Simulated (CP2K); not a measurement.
The C K edge of boryloxirane was computed by TDDFT (CP2K XAS_TDP, aug-cc-pVDZ, TDA) at these levels: PBEh(45%), PBEh(45%) + GW2X and PBEh(60%). The first three lines of C2 (bonded to B, C, O and H) with a strength over 0.0015, energy in eV and strength:

| run | first | second | third |
| --- | --- | --- | --- |
| 1 | 282.55 (0.004) | 284.60 (0.050) | 285.27 (0.015) |
| 2 | 287.22 (0.017) | 288.75 (0.050) | 289.90 (0.029) |
| 3 | 288.64 (0.004) | 290.69 (0.049) | 291.37 (0.015) |

**Question.** Which run is which?

Run 1: PBEh(45%) (45 % exact exchange). Run 2: PBEh(60%) (60 % exact exchange). Run 3: PBEh(45%) + GW2X (45 % exact exchange). Self-interaction lifts the core level, so the uncorrected lines rise with the share of exact exchange. The GW2X run keeps the spacings of its parent: 2.05 eV between the first two lines in run 3, 2.05 eV in run 1. Its shift is +6.09 eV, since the Kohn–Sham level at this share of exchange lies that far above the quasiparticle level.

[Hosts, paths, dates, database ids (printed as entryN), source tags and the programs' standing remarks are cut or masked in the printed files.]
